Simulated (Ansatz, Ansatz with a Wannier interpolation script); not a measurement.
Rows from a G0W0 calculation on CdBr2 (P6_3mc) (Ansatz 0.2.0; G0W0 on LDA, plane waves, PAW; 6×6×2 mesh, 720 empty bands, screening to 150 eV), in eV. Spin-orbit coupling is left out.

The database entry behind the starting cell has ideal inner coordinates that were not refined, so it need not match the best structure at ambient conditions.

| row | Σx | Σc | Vxc | Z |
| --- | --- | --- | --- | --- |
| A | -19.99 | 2.23 | -16.79 | 0.76 |
| B | -21.29 | 2.32 | -18.03 | 0.77 |
| C | -21.41 | 2.27 | -18.21 | 0.77 |
| D | -9.46 | -3.53 | -13.76 | 0.81 |
| E | -19.77 | 2.23 | -16.59 | 0.76 |
| F | -19.70 | 2.31 | -16.44 | 0.76 |

Q: Which rows are filled states and which are empty ones, and how can one tell?

Filled: A, B, C, E and F. Empty: D. The sign of Σc tells: for a filled state bare exchange, which holds its interaction with itself, lies below Vxc (Σx − Vxc is -3.2 eV or lower here) and screening gives part back as a positive Σc. For an empty state Σx lies above Vxc (+4.3 eV or more) and the Coulomb hole leaves Σc negative.

[Runs of the session that timed out or met a known fault of the program may be left out.]

[Hosts, paths, dates, database ids (printed as entryN), source tags and the programs' standing remarks are cut or masked in the printed files.]
